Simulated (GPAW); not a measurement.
# Near-edge structure at the Cu K edge of CuSe (P4/nmm)

What does one-electron theory with a core hole give for the Cu K edge of CuSe (P4/nmm)?

Main program and level: GPAW 26.7.0; X-ray absorption from dipole matrix elements to empty bands, plane-wave PAW LDA.

## Step 1: Starting point

It takes space group P4/nmm (No. 129, tetragonal). Conventional cell: a = 3.775 Å, b = 3.775 Å, c = 5.438 Å, α = 90.00°, β = 90.00°, γ = 90.00°. Nearest to Se lie 4 Cu at 2.41 Å. Cu has 4 Se at 2.41 Å and 4 Cu at 2.67 Å nearest. Farther neighbours and most contacts between anions are not listed.

Structure file:

```
Se Cu
1.0
     3.77458    0.00000    0.00000
     0.00000    3.77458    0.00000
     0.00000    0.00000    5.43834
Se Cu
2 2
Direct
  0.00000 0.50000 0.27700
  0.50000 0.00000 0.72300
  0.50000 0.50000 0.00000
  0.00000 0.00000 0.00000
```

## Step 2: The field without a hole

The ground state comes first: it tells whether the system has a gap, which decides how the excited electron is treated.

The input, scf.py:

```python
import numpy as np
from ase import Atoms
from ase.parallel import parprint, paropen
from gpaw import GPAW, PW, FermiDirac, Mixer, MixerDif, setup_paths
from gpaw.test import gen
setup_paths.insert(0, '.')
gen('Cu', name='nch1s', xcname='LDA', corehole=(1, 0, 0), write_xml=True)
from gpaw.mpi import world
world.barrier()

atoms = Atoms('Se2Cu2',
    cell=[[3.77457995, 0, 0],
     [0, 3.77457995, 0],
     [0, 0, 5.43834287]],
    scaled_positions=[[0, 0.5, 0.27700358],
     [0.5, 0, 0.72299642],
     [0.5, 0.5, 0],
     [0, 0, 0]],
    pbc=True)
atoms.calc = calc = GPAW(legacy_gpaw=True, mode=PW(430), xc='LDA', setups={2: 'nch1s'},
    kpts={'size': (7, 7, 5), 'gamma': True}, occupations=FermiDirac(0.05),
    charge=0, mixer=Mixer(0.1, 5, 50), maxiter=150,
    convergence={'density': 0.0001}, txt='scf.txt')
energy = atoms.get_potential_energy() + calc.get_reference_energy()
ef = calc.get_fermi_level()
out = dict(energy=energy, fermi=ef, forces=atoms.get_forces().tolist())
parprint(f'all-electron energy {energy:.4f} eV, Fermi level {ef:.4f} eV')
ev = np.array([[calc.get_eigenvalues(k, s) for k in range(len(calc.get_ibz_k_points()))] for s in range(calc.get_number_of_spins())])
out['homo'], out['lumo'], out['counts'] = ev[ev < ef].max(), ev[ev > ef].min(), sorted(set((ev < ef).sum((0, 2)).tolist()))
out['filled'] = (ev[:, 0] < ef).sum(1).tolist()
import json
with paropen('out.json', 'w') as f:
    json.dump(out, f)
```

The run is started by

```
OMP_NUM_THREADS=1 mpirun -n 4 gpaw python scf.py
```

Numbers of over 12 decimals in the logs are rounded to 6 here.

Output:

```text
Input parameters:
  convergence: {density: 0.0001}
  kpts: {gamma: True,
         size: (7, 7, 5)}
  maxiter: 150
  mixer: {backend: pulay,
          beta: 0.1,
          method: separate,
          nmaxold: 5,
          weight: 50}
  mode: {ecut: 430.0,
         name: pw}
  occupations: {fixmagmom: False,
                name: fermi-dirac,
                width: 0.05}
  setups: {2: nch1s}

Initialize ...

[... PAW data sets ...]

Reference energy: -221936.541381  # eV

Spin-paired calculation

[... convergence settings ...]
Symmetries present (total): 8
  [... symmetry matrices ...]

245 k-points: 7 x 7 x 5 Monkhorst-Pack grid
30 k-points in the irreducible part of the Brillouin zone
       k-points in crystal coordinates                weights
   0:     0.00000000    0.00000000    0.00000000          1/245
   1:     0.00000000    0.00000000    0.20000000          2/245
   2:     0.00000000    0.00000000    0.40000000          2/245
   3:     0.14285714    0.00000000    0.00000000          4/245
   4:     0.14285714    0.00000000    0.20000000          8/245
   5:     0.14285714    0.00000000    0.40000000          8/245
   6:     0.14285714    0.14285714    0.00000000          4/245
   7:     0.14285714    0.14285714    0.20000000          8/245
   8:     0.14285714    0.14285714    0.40000000          8/245
   9:     0.28571429    0.00000000    0.00000000          4/245
          ...
  29:     0.42857143    0.42857143    0.40000000          8/245

Wave functions: Plane wave expansion
  Cutoff energy: 430.000 eV
  Number of coefficients (min, max): 1553, 1588
  Pulay-stress correction: 0.000000 eV/Ang^3 (de/decut=0.000000)
  Using FFTW library
  Wavefunction extrapolation:
    Improved wavefunction reuse through dual PAW basis

Occupation numbers: Fermi-Dirac:
  width: 0.0500  # eV

Eigensolver
   Davidson(niter=2)

Densities:
  Coarse grid: 20*20*27 grid
  Fine grid: 40*40*54 grid
  Total Charge: 0.000000

Density mixing:
  Method: separate
  Backend: pulay
  Linear mixing parameter: 0.1
  old densities: 5
  Width of damping distribution: 1.1
  Damping of long wavelength oscillations: 50

[... Hamiltonian set-up ...]
Number of atoms: 4
Number of atomic orbitals: 26
Number of bands in calculation: 25
Number of valence electrons: 34
Bands to converge: occupied

... initialized

Initializing position-dependent things.

Density initialized from atomic densities
Creating initial wave functions:
  25 bands from LCAO basis set

Positions:
   0 Se     0.000000    1.887290    1.506440    ( 0.0000,  0.0000,  0.0000)
   1 Se     1.887290    0.000000    3.931902    ( 0.0000,  0.0000,  0.0000)
   2 Cu     1.887290    1.887290    0.000000    ( 0.0000,  0.0000,  0.0000)
   3 Cu     0.000000    0.000000    0.000000    ( 0.0000,  0.0000,  0.0000)

Unit cell:
           periodic     x           y           z      points  spacing
  1. axis:    yes    3.774580    0.000000    0.000000    20     0.1887
  2. axis:    yes    0.000000    3.774580    0.000000    20     0.1887
  3. axis:    yes    0.000000    0.000000    5.438343    27     0.2014

  Lengths:   3.774580   3.774580   5.438343
  Angles:   90.000000  90.000000  90.000000

Effective grid spacing dv^(1/3) = 0.1929

iter:   1   -20.367841
iter:   2   -18.235347   -1.14  -1.22
iter:   3   -17.860909   -1.26  -1.44
iter:   4   -17.779209   -2.58  -1.56
iter:   5   -17.764609   -2.25  -1.76
iter:   6   -17.739501   -3.14  -2.02
iter:   7   -17.735350   -3.11  -2.69
iter:   8   -17.735234c  -4.82  -3.03
iter:   9   -17.734938c  -4.12  -3.06
iter:  10   -17.734834c  -5.21  -3.36
iter:  11   -17.734850c  -5.84  -3.50
iter:  12   -17.734835c  -6.64  -3.71
iter:  13   -17.734823c  -6.13  -4.04c
iter:  14   -17.734824c  -7.75c -4.49c

Converged after 14 iterations.

Dipole moment: (-0.000000, -0.000000, -0.000000) |e|*Ang

Energy contributions relative to reference atoms: (reference = -221936.541381)

Kinetic:        -11.658787
Potential:       +6.356660
External:        +0.000000
XC:             -12.554956
Entropy (-ST):   -0.020957
Local:           +0.132737
SIC:             +0.000000
--------------------------
Free energy:    -17.745302
Extrapolated:   -17.734824

Showing only first 2 kpts
 Kpt  Band  Eigenvalues  Occupancy
  0    15      5.31349    0.00636
  0    16      6.20916    0.00000
  0    17      6.20916    0.00000
  0    18      7.62216    0.00000

  1    15      4.84689    1.94600
  1    16      5.94406    0.00000
  1    17      5.94406    0.00000
  1    18      8.34019    0.00000

Fermi level: 5.02612

No gap
No difference between direct/indirect transitions

Forces in eV/Ang:
  0 Se    0.00000    0.00000   -0.22896
  1 Se    0.00000    0.00000    0.22896
  2 Cu    0.00000    0.00000    0.00000
  3 Cu   -0.00000    0.00000    0.00000
Scalar-relativistic atomic LDA calculation for Cu (Copper, Z=29)
Core hole in 1s state (1s occupation: 2.0)
600 radial gridpoints.
|------------------------------------------------|
|------------------------------------------------|
[... the atom generator's iteration count ...]

Energy contributions:
-------------------------
Kinetic:    +1675.285700
XC:           -64.895881
Potential:  -3262.312180
-------------------------
Total:      -1651.922361

state      eigenvalue         ekin         rmax
-----------------------------------------------
1s^2.0 :  -324.467727   418.664247        0.034
2s^2.0 :   -38.956231    78.634526        0.197
2p^6.0 :   -33.679353    76.825479        0.158
3s^2.0 :    -4.193271    17.288793        0.614
3p^6.0 :    -2.647366    15.189343        0.619
3d^10.0:    -0.195673     9.285239        0.600
4s^1.0 :    -0.178486     1.169252        2.257
4p^0.0 :    -0.028757     0.396770        3.504
-----------------------------------------------
(units: Bohr and Hartree)

Generating PAW setup
Kinetic energy of the core from tauc = 1596.294566
Cutoffs:
rc(s)=2.200
rc(p)=2.200
rc(d)=2.000
rc(vbar)=1.800
rc(comp)=2.000
rc(nct)=2.200

Kinetic energy of the core states: 1581.264061
Charge: 0.0
Core electrons: 18.0
Valence electrons: 11.0
Pseudo-core charge: 0.387458
Shape function alpha=2.500
Pseudo-electron charge 4.216968
state    eigenvalue         norm
--------------------------------
4s(1) :    -0.178486     1.057125
*s    :     0.821514
4p(0) :    -0.028757     1.001617
*p    :     0.971243
3d(10):    -0.195673     0.277238
*d    :     0.804327
--------------------------------

Diagonalizing with gridspacing h=0.050

state   all-electron     PAW
-------------------------------
4s:      -0.178486    -0.178572
4p:      -0.028757    -0.028678
3d:      -0.195673    -0.196155
*f:                    0.071609
-------------------------------
all-electron energy -221954.2762 eV, Fermi level 5.0261 eV
```

It took 7 s on 4 MPI ranks of Intel Xeon 6975P-C (Granite Rapids), shared host; peak memory 0.19 GiB; 27 s of CPU time.

The mesh shows no gap, so the system is treated as a metal and the core electron is put at the Fermi level (neutral cell).

## Step 3: Spectrum without a core hole, Cu atom 3

Without a hole the spectrum is the empty density of states of the right symmetry on the absorber, weighted by matrix elements. It needs only the small cell and serves as the baseline. The data set with a hole of occupation 0 only carries the core orbital.

The absorber has 4 Se at 2.41 Å (tetrahedral, site symmetry -4m2).

The input, xas.py:

```python
import numpy as np
from ase import Atoms
from ase.parallel import parprint, paropen
from gpaw import GPAW, PW, FermiDirac, Mixer, MixerDif, setup_paths
from gpaw.test import gen
setup_paths.insert(0, '.')
gen('Cu', name='nch1s', xcname='LDA', corehole=(1, 0, 0), write_xml=True)
from gpaw.mpi import world
world.barrier()

atoms = Atoms('Se2Cu2',
    cell=[[3.77457995, 0, 0],
     [0, 3.77457995, 0],
     [0, 0, 5.43834287]],
    scaled_positions=[[0, 0.5, 0.27700358],
     [0.5, 0, 0.72299642],
     [0.5, 0.5, 0],
     [0, 0, 0]],
    pbc=True)
atoms.calc = calc = GPAW(legacy_gpaw=True, mode=PW(430), xc='LDA', setups={2: 'nch1s'},
    kpts={'size': (9, 9, 6), 'gamma': True}, occupations=FermiDirac(0.1),
    charge=0, mixer=Mixer(0.1, 5, 50), maxiter=150,
    convergence={'density': 0.0001}, txt='scf.txt')
energy = atoms.get_potential_energy() + calc.get_reference_energy()
ef = calc.get_fermi_level()
out = dict(energy=energy, fermi=ef, forces=atoms.get_forces().tolist())
parprint(f'all-electron energy {energy:.4f} eV, Fermi level {ef:.4f} eV')
ev = np.array([[calc.get_eigenvalues(k, s) for k in range(len(calc.get_ibz_k_points()))] for s in range(calc.get_number_of_spins())])
out['homo'], out['lumo'], out['counts'] = ev[ev < ef].max(), ev[ev > ef].min(), sorted(set((ev < ef).sum((0, 2)).tolist()))
out['filled'] = (ev[:, 0] < ef).sum(1).tolist()

from ase.units import Ha
from gpaw.xas import dipole_matrix_elements
nb = int(calc.get_number_of_electrons() / 2) + 49
top, nb = nb, nb + 8 + nb // 12
nscf = calc.fixed_density(kpts={'size': (5, 5, 3), 'gamma': True}, nbands=nb,
    convergence={'bands': top, 'eigenstates': 1e-5}, maxiter=60, txt='nscf.txt')
cell = atoms.cell.array
ops = [cell.T @ U.T @ np.linalg.inv(cell.T) for U in nscf.wfs.kd.symmetry.op_scc]
E = np.arange(-25, 34, 0.1)
fwhm = np.interp(E, [4, 25], [1.55, 3.5])
Y, X, zero, highest = 0, 0, 1e9, 1e9
for spin in range(nscf.get_number_of_spins()):
    wfs = nscf.wfs
    A = dipole_matrix_elements(wfs.setups[2])
    eps = np.zeros((wfs.kd.nibzkpts, nb))
    d = np.zeros((3, A.shape[1], wfs.kd.nibzkpts, nb), complex)
    for kpt in wfs.kpt_u:
        if kpt.s == spin and 2 in kpt.P_ani:
            eps[kpt.k] = kpt.eps_n * Ha
            d[:, :, kpt.k] = (kpt.weight * wfs.nspins / 2) ** 0.5 * np.inner(A, kpt.P_ani[2])
    world.sum(eps)
    world.sum(d)
    T = np.einsum('amkn,bmkn->abkn', d, d.conj()).real
    T = sum(np.einsum('ai,ijkn,bj->abkn', R, T, R) for R in ops) / len(ops)
    empty = eps > ef
    zero, highest = min(zero, eps[empty].min()), min(highest, eps[:, top - 1].min())
    lines = [(eps, T, empty)] if spin == 0 else lines + [(eps, T, empty)]
for eps, T, empty in lines:
    f = np.einsum('aakn->akn', T).reshape(3, -1)
    x = eps.ravel() - zero
    w = np.interp(x, E, fwhm) / 2.35482
    g = np.exp(-0.5 * ((E[:, None] - x) / w) ** 2) / (w * (2 * np.pi) ** 0.5)
    Y = Y + (f * empty.ravel()) @ g.T
    X = X + (f * ~empty.ravel()) @ g.T
out.update(E=E.round(2).tolist(), xas=Y.tolist(), xes=X.tolist(), zero=zero, valid=highest - zero, nk=len(eps), nb=nb)
for i in range(0, len(E), 10):
    parprint(f'{E[i]:7.2f}', *(f'{v:10.3e}' for v in Y[:, i]))
import json
with paropen('out.json', 'w') as f:
    json.dump(out, f)
```

The run is started by

```
OMP_NUM_THREADS=1 mpirun -n 4 gpaw python xas.py
```

Output:

```text
Input parameters:
  convergence: {density: 0.0001}
  kpts: {gamma: True,
         size: (9, 9, 6)}
  maxiter: 150
  mixer: {backend: pulay,
          beta: 0.1,
          method: separate,
          nmaxold: 5,
          weight: 50}
  mode: {ecut: 430.0,
         name: pw}
  occupations: {fixmagmom: False,
                name: fermi-dirac,
                width: 0.1}
  setups: {2: nch1s}

Initialize ...

[...]
*d    :     0.804327
--------------------------------

Diagonalizing with gridspacing h=0.050

state   all-electron     PAW
-------------------------------
4s:      -0.178486    -0.178572
4p:      -0.028757    -0.028678
3d:      -0.195673    -0.196155
*f:                    0.071609
-------------------------------
all-electron energy -221954.2743 eV, Fermi level 5.0217 eV
[...]
32.00  1.998e-07  1.998e-07  1.736e-07
  33.00  2.002e-07  2.002e-07  1.628e-07
[key lines of the parts left out:]
Converged after 16 iterations.
Dipole moment: (-0.000000, -0.000000, -0.000000) |e|*Ang
Free energy:    -17.778462
Fermi level: 5.02171
```

Run time: 12 s. Hardware: 4 MPI ranks; peak memory 0.23 GiB.

The Cu K spectrum, Cu atom 3, no core hole (energy from the lowest empty level; intensity scaled to a mean of 1 over the first 20 eV; polarised curves are means over the symmetry-equivalent atoms):

| E (eV) | isotropic | ε ⊥ c | ε ∥ c |
| --- | --- | --- | --- |
| -2.0 | 0.00 | 0.00 | 0.00 |
| -1.4 | 0.01 | 0.01 | 0.01 |
| -0.8 | 0.07 | 0.07 | 0.07 |
| -0.2 | 0.17 | 0.16 | 0.19 |
| 0.4 | 0.20 | 0.19 | 0.21 |
| 1.0 | 0.11 | 0.12 | 0.11 |
| 1.6 | 0.03 | 0.04 | 0.03 |
| 2.2 | 0.01 | 0.01 | 0.01 |
| 2.8 | 0.03 | 0.03 | 0.03 |
| 3.4 | 0.13 | 0.14 | 0.11 |
| 4.0 | 0.34 | 0.37 | 0.28 |
| 4.6 | 0.56 | 0.62 | 0.44 |
| 5.2 | 0.69 | 0.75 | 0.57 |
| 5.8 | 0.84 | 0.88 | 0.75 |
| 6.4 | 1.15 | 1.21 | 1.03 |
| 7.0 | 1.51 | 1.61 | 1.31 |
| 7.6 | 1.68 | 1.75 | 1.53 |
| 8.2 | 1.56 | 1.49 | 1.69 |
| 8.8 | 1.31 | 1.11 | 1.70 |
| 9.4 | 1.07 | 0.86 | 1.49 |
| 10.0 | 0.96 | 0.81 | 1.26 |
| 10.6 | 1.02 | 0.90 | 1.26 |
| 11.2 | 1.21 | 1.08 | 1.45 |
| 11.8 | 1.39 | 1.29 | 1.60 |
| 12.4 | 1.47 | 1.44 | 1.54 |
| 13.0 | 1.45 | 1.50 | 1.37 |
| 13.6 | 1.39 | 1.46 | 1.25 |
| 14.2 | 1.32 | 1.37 | 1.22 |
| 14.8 | 1.26 | 1.28 | 1.20 |
| 15.4 | 1.21 | 1.24 | 1.15 |
| 16.0 | 1.21 | 1.27 | 1.07 |
| 16.6 | 1.25 | 1.38 | 1.01 |
| 17.2 | 1.32 | 1.48 | 1.00 |
| 17.8 | 1.35 | 1.51 | 1.04 |
| 18.4 | 1.35 | 1.46 | 1.11 |
| 19.0 | 1.32 | 1.38 | 1.20 |
| 19.6 | 1.30 | 1.30 | 1.29 |
| 20.2 | 1.27 | 1.24 | 1.35 |
| 20.8 | 1.24 | 1.18 | 1.37 |
| 21.4 | 1.20 | 1.12 | 1.34 |
| 22.0 | 1.15 | 1.08 | 1.28 |
| 22.6 | 1.12 | 1.08 | 1.19 |
| 23.2 | 1.11 | 1.11 | 1.12 |
| 23.8 | 1.12 | 1.15 | 1.06 |
| 24.4 | 1.13 | 1.19 | 1.03 |
| 25.0 | 1.13 | 1.20 | 1.01 |
| 25.6 | 1.12 | 1.17 | 1.02 |
| 26.2 | 1.09 | 1.11 | 1.05 |
| 26.8 | 1.06 | 1.04 | 1.10 |
| 27.4 | 1.05 | 0.99 | 1.16 |
| 28.0 | 1.04 | 0.96 | 1.21 |
| 28.6 | 1.05 | 0.95 | 1.25 |
| 29.2 | 1.07 | 0.97 | 1.27 |
| 29.8 | 1.10 | 1.02 | 1.26 |
| 30.4 | 1.12 | 1.07 | 1.22 |
| 31.0 | 1.15 | 1.14 | 1.17 |
| 31.6 | 1.17 | 1.20 | 1.10 |

Main maxima below 30 eV (height): 0.2 eV (0.20), 7.6 eV (1.68), 12.6 eV (1.48), 18.0 eV (1.36) and 24.8 eV (1.14). A K edge sees empty p states on the absorber.

The same matrix elements for filled bands give the Cu K emission of Cu atom 3 (ground-state approximation; energy from the lowest empty level, largest value 1):

| E (eV) | emission |
| --- | --- |
| -24.00 | 0.00 |
| -23.25 | 0.00 |
| -22.50 | 0.00 |
| -21.75 | 0.00 |
| -21.00 | 0.00 |
| -20.25 | 0.00 |
| -19.50 | 0.00 |
| -18.75 | 0.00 |
| -18.00 | 0.00 |
| -17.25 | 0.00 |
| -16.50 | 0.00 |
| -15.75 | 0.00 |
| -15.00 | 0.00 |
| -14.25 | 0.04 |
| -13.50 | 0.19 |
| -12.75 | 0.27 |
| -12.00 | 0.12 |
| -11.25 | 0.02 |
| -10.50 | 0.00 |
| -9.75 | 0.00 |
| -9.00 | 0.00 |
| -8.25 | 0.00 |
| -7.50 | 0.00 |
| -6.75 | 0.02 |
| -6.00 | 0.14 |
| -5.25 | 0.37 |
| -4.50 | 0.66 |
| -3.75 | 0.96 |
| -3.00 | 0.93 |
| -2.25 | 0.72 |
| -1.50 | 0.70 |
| -0.75 | 0.74 |
| 0.00 | 0.41 |
| 0.75 | 0.09 |
| 1.50 | 0.01 |
| 2.25 | 0.00 |
| 3.00 | 0.00 |

Emission maxima: -12.8 eV (0.28), -3.4 eV (1.00) and -1.0 eV (0.76).

## Step 4: Supercell without a hole, the energy reference

The photon energy needs a difference of total energies, so the cell and mesh of the coming hole run are first run without a hole.

Changes to scf.py since step 2:

```diff
@@ -10,13 +10,25 @@
 
-atoms = Atoms('Se2Cu2',
-    cell=[[3.77457995, 0, 0],
-     [0, 3.77457995, 0],
-     [0, 0, 5.43834287]],
-    scaled_positions=[[0, 0.5, 0.27700358],
-     [0.5, 0, 0.72299642],
-     [0.5, 0.5, 0],
-     [0, 0, 0]],
+atoms = Atoms('Se8Cu8',
+    cell=[[0, 7.5491599, 0],
+     [-7.5491599, 0, 0],
+     [3.77457995, 3.77457995, 5.43834287]],
+    scaled_positions=[[0.11149821, 0.13850179, 0.27700358],
+     [0.11149821, 0.63850179, 0.27700358],
+     [0.61149821, 0.13850179, 0.27700358],
+     [0.61149821, 0.63850179, 0.27700358],
+     [0.63850179, 0.11149821, 0.72299642],
+     [0.63850179, 0.61149821, 0.72299642],
+     [0.13850179, 0.11149821, 0.72299642],
+     [0.13850179, 0.61149821, 0.72299642],
+     [0.25, 0.75, 0],
+     [0.25, 0.25, 0],
+     [0.75, 0.75, 0],
+     [0.75, 0.25, 0],
+     [0, 0, 0],
+     [0, 0.5, 0],
+     [0.5, 0, 0],
+     [0.5, 0.5, 0]],
     pbc=True)
-atoms.calc = calc = GPAW(legacy_gpaw=True, mode=PW(430), xc='LDA', setups={2: 'nch1s'},
-    kpts={'size': (7, 7, 5), 'gamma': True}, occupations=FermiDirac(0.05),
+atoms.calc = calc = GPAW(legacy_gpaw=True, mode=PW(430), xc='LDA', setups={8: 'nch1s'},
+    kpts={'size': (3, 3, 3), 'gamma': True}, occupations=FermiDirac(0.1),
     charge=0, mixer=Mixer(0.1, 5, 50), maxiter=150,
```

The run is started by

```
OMP_NUM_THREADS=1 mpirun -n 4 gpaw python scf.py
```

Output:

```text
Input parameters:
  convergence: {density: 0.0001}
  kpts: {gamma: True,
         size: (3, 3, 3)}
  maxiter: 150
  mixer: {backend: pulay,
          beta: 0.1,
          method: separate,
          nmaxold: 5,
          weight: 50}
  mode: {ecut: 430.0,
         name: pw}
  occupations: {fixmagmom: False,
                name: fermi-dirac,
                width: 0.1}
  setups: {8: nch1s}

Initialize ...

[...]
*s    :     0.821514
4p(0) :    -0.028757     1.001617
*p    :     0.971243
3d(10):    -0.195673     0.277238
*d    :     0.804327
--------------------------------

Diagonalizing with gridspacing h=0.050

state   all-electron     PAW
-------------------------------
4s:      -0.178486    -0.178572
4p:      -0.028757    -0.028678
3d:      -0.195673    -0.196155
*f:                    0.071609
-------------------------------
all-electron energy -887817.0666 eV, Fermi level 4.9955 eV
[key lines of the parts left out:]
Converged after 18 iterations.
Dipole moment: (23.952869, -23.952869, -0.000000) |e|*Ang
Free energy:    -71.106636
Fermi level: 4.99547
```

Wall time 34 s (4 MPI ranks); peak memory 0.3 GiB.

Reference energy: -887817.067 eV with the cores included.

(Part 1 of 2 ends here.)

[Banner, clock and machine lines of the logs are left out without a mark of their own.]

[Logs are printed without paths, hosts, clocks, repeated set-up lines and the standing remarks that a program may print on its own settings, such as how far it seeks lower states.]

[Hosts, paths, dates, database ids (printed as entryN), source tags and the programs' standing remarks are cut or masked in the printed files.]

[Lists of maxima count a maximum above −3 eV only where it reaches 4 % of the highest in the window and stands out from its surroundings by 2 % of it (1.5 % where it reaches 55 %); shoulders and weaker maxima are passed over, and of the rest the first, up to two pre-edge ones and the few strongest are named.]
